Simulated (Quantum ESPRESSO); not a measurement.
# SiC (Moissanite 3C): from strain to phonon shift

How far does biaxial strain in the (001) plane shift the zone-centre optical mode of SiC (Moissanite 3C)?

Method: DFT LDA, scalar-relativistic, plane waves, PseudoDojo norm-conserving pseudopotentials, in Quantum ESPRESSO 7.5.

## Step 1: The relaxed structure

The structure is cubic, space group F-43m (No. 216). Conventional cell: a = 4.326 Å, b = 4.326 Å, c = 4.326 Å, α = 90.00°, β = 90.00°, γ = 90.00°. Nearest to Si lie 4 C at 1.87 Å. Nearest to C lie 4 Si at 1.87 Å. Farther neighbours are not listed.

Coordinates:

```cif
data_structure
_symmetry_space_group_name_H-M 'F-43m'
_symmetry_Int_Tables_number 216
_cell_length_a 4.3255
_cell_length_b 4.3255
_cell_length_c 4.3255
_cell_angle_alpha 90.000
_cell_angle_beta 90.000
_cell_angle_gamma 90.000
_cell_volume 80.93
loop_
_atom_site_label
_atom_site_type_symbol
_atom_site_symmetry_multiplicity
_atom_site_Wyckoff_symbol
_atom_site_fract_x
_atom_site_fract_y
_atom_site_fract_z
_atom_site_occupancy
Si1 Si 4 a 0.00000 0.00000 0.00000 1
C1 C 4 d 0.25000 0.25000 0.75000 1
```

This is the cell after its relaxation at this level of theory, not the database cell from which that began.

## Step 2: Uniaxial strain

The relaxed cell is stretched along z alone. This keeps all atoms on sites fixed by symmetry and splits the threefold mode into a singlet, polarised along z, and a doublet. The macroscopic field is left out, so these are transverse modes. Cutoff 90 Ry, k mesh 12×12×12.

From the response at ε_zz = 0.01:

What it wrote:

```text
[banners, grids, parts of the stress and lines that vanish by symmetry left out]
Program PHONON v.7.5
     Reading xml data from directory:

[...]
Exchange-correlation= PW
                           (   1   4   0   0   0   0   0)
[...]
kinetic-energy cut-off    =      90.0000  Ry
     charge density cut-off    =     360.0000  Ry
     convergence threshold     =      1.0E-18
[...]
Exchange-correlation= PW
                           (   1   4   0   0   0   0   0)
[...]
q = (   0.0000000   0.0000000   0.0000000 )
      9 Sym.Ops. (with q -> -q+G )
     G cutoff =  307.7036  (  15929 G-vectors)     FFT grid: ( 36, 36, 36)
     number of k points=   163
[...]
Mode symmetry, D_2d (-42m) point group:
[...]
Representation #   1 mode #   1
[...]
End of self-consistent calculation
     Convergence has been achieved
     Representation #   2 mode #   2
[...]
End of self-consistent calculation
     Convergence has been achieved
     Representation #   3 modes #   3   4
[...]
End of self-consistent calculation
     Convergence has been achieved
     Representation #   4 modes #   5   6
[...]
End of self-consistent calculation
     Convergence has been achieved
[...]
q = (    0.000000000   0.000000000   0.000000000 )
[...]
freq (    1) =       0.016290 [THz] =       0.543376 [cm-1]
     freq (    2) =       0.016290 [THz] =       0.543376 [cm-1]
     freq (    3) =       0.018382 [THz] =       0.613147 [cm-1]
     freq (    4) =      23.637678 [THz] =     788.468057 [cm-1]
     freq (    5) =      23.637678 [THz] =     788.468057 [cm-1]
     freq (    6) =      23.692458 [THz] =     790.295343 [cm-1]
[...]
Mode symmetry, D_2d (-42m) point group:
     freq (   1-   2) =          0.5  [cm-1]   --> E    X_5  W_3   I+R
     freq (   3-   3) =          0.6  [cm-1]   --> B_2  X_3  W_2   I+R
     freq (   4-   5) =        788.5  [cm-1]   --> E    X_5  W_3   I+R
     freq (   6-   6) =        790.3  [cm-1]   --> B_2  X_3  W_2   I+R

   JOB DONE.
```

| ε_zz | singlet (cm⁻¹) | doublet (cm⁻¹) | σ_zz (GPa) | σ_xx (GPa) |
| --- | --- | --- | --- | --- |
| -0.01 | 805.52 | 807.84 | -4.062 | -1.476 |
| -0.005 | 801.85 | 802.95 | -2.029 | -0.725 |
| 0 | 798.10 | 798.10 | -0.006 | -0.006 |
| 0.005 | 794.24 | 793.27 | 2.006 | 0.682 |
| 0.01 | 790.30 | 788.47 | 4.006 | 1.341 |

Stress is counted positive in tension.

## Step 3: The fit

To first order ω² − ω₀² = p ε_zz + q (ε_xx + ε_yy) for the mode along z, and likewise for x and y. With ε_zz alone the singlet gives p and the doublet q.

The linear terms of parabolas through ω² are p = -1.91 ω₀² and q = -2.43 ω₀², with ω₀ = 798.1 cm⁻¹. Those of the stresses are C11 = 403 GPa and C12 = 141 GPa. Under hydrostatic strain p and q imply γ = −(p + 2q)/(6 ω₀²) = 1.13.

A layer held to an in-plane strain ε and free along z takes ε_zz = −2 (C12/C11) ε = -0.698 ε. To first order the singlet then shifts by (q − p C12/C11) ε / ω₀ = -1406 ε cm⁻¹. For ε = -0.006, ε_zz = 0.00419, the formulas for ω² predict 806.49 cm⁻¹ for the singlet and 804.39 cm⁻¹ for the doublet.

## Step 4: A biaxially strained cell

This run was no part of the fit.

What it wrote:

```text
[banners, grids, parts of the stress and lines that vanish by symmetry left out]
[banner, memory and clock lines left out]
Program PHONON v.7.5

[...]
Exchange-correlation= PW
                           (   1   4   0   0   0   0   0)
[...]
kinetic-energy cut-off    =      90.0000  Ry
     charge density cut-off    =     360.0000  Ry
     convergence threshold     =      1.0E-18
[...]
Exchange-correlation= PW
                           (   1   4   0   0   0   0   0)
[...]
q = (   0.0000000   0.0000000   0.0000000 )
      9 Sym.Ops. (with q -> -q+G )
     G cutoff =  304.0987  (  15601 G-vectors)     FFT grid: ( 36, 36, 36)
     number of k points=   163
[...]
Mode symmetry, D_2d (-42m) point group:
[...]
Representation #   1 mode #   1
[...]
End of self-consistent calculation
     Convergence has been achieved
     Representation #   2 mode #   2
[...]
End of self-consistent calculation
     Convergence has been achieved
     Representation #   3 modes #   3   4
[...]
End of self-consistent calculation
     Convergence has been achieved
     Representation #   4 modes #   5   6
[...]
End of self-consistent calculation
     Convergence has been achieved
[...]
q = (    0.000000000   0.000000000   0.000000000 )
[...]
freq (    1) =      -0.084832 [THz] =      -2.829684 [cm-1]
     freq (    2) =      -0.084832 [THz] =      -2.829684 [cm-1]
     freq (    3) =      -0.084539 [THz] =      -2.819927 [cm-1]
     freq (    4) =      24.112174 [THz] =     804.295564 [cm-1]
     freq (    5) =      24.112174 [THz] =     804.295564 [cm-1]
     freq (    6) =      24.180514 [THz] =     806.575136 [cm-1]
[...]
Mode symmetry, D_2d (-42m) point group:
     freq (   1-   1) =         -2.8  [cm-1]   --> B_2  X_3  W_2   I+R
     freq (   2-   3) =         -2.8  [cm-1]   --> E    X_5  W_3   I+R
     freq (   4-   5) =        804.3  [cm-1]   --> E    X_5  W_3   I+R
     freq (   6-   6) =        806.6  [cm-1]   --> B_2  X_3  W_2   I+R
```

| mode | predicted (cm⁻¹) | run (cm⁻¹) |
| --- | --- | --- |
| singlet | 806.49 | 806.58 |
| doublet | 804.39 | 804.30 |

The stress along z is 0.009 GPa and that in the plane -2.733 GPa; the unstrained cell carries -0.006 GPa.

## Step 5: What came out

```json
{"p (in units of the squared frequency)": "-1.907", "q (same units)": "-2.427", "shift of the singlet per unit of biaxial strain": "-1406 cm⁻¹", "C11 and C12": "403 and 141 GPa"}
```

**Reading.** To first order, one per cent of tensile biaxial strain moves the singlet of SiC (Moissanite 3C) by -14.1 cm⁻¹ and the doublet by -10.5 cm⁻¹; the formulas miss the test run by up to 0.09 cm⁻¹. In backscattering from (001) the mode polarised along z is the one seen in diamond and zinc-blende crystals; in a polar crystal it is the LO mode, whose potentials differ somewhat from these. The third potential, r, needs shear strain and a relaxation of the atoms, which was not run. These are harmonic values at zero temperature.

[Host names and launcher messages were left out of these logs when they were recorded.]

[Logs are printed without paths, hosts, clocks, repeated set-up lines and the standing remarks that a program may print on its own settings, such as how far it seeks lower states.]

[Hosts, paths, dates, database ids (printed as entryN), source tags and the programs' standing remarks are cut or masked in the printed files.]
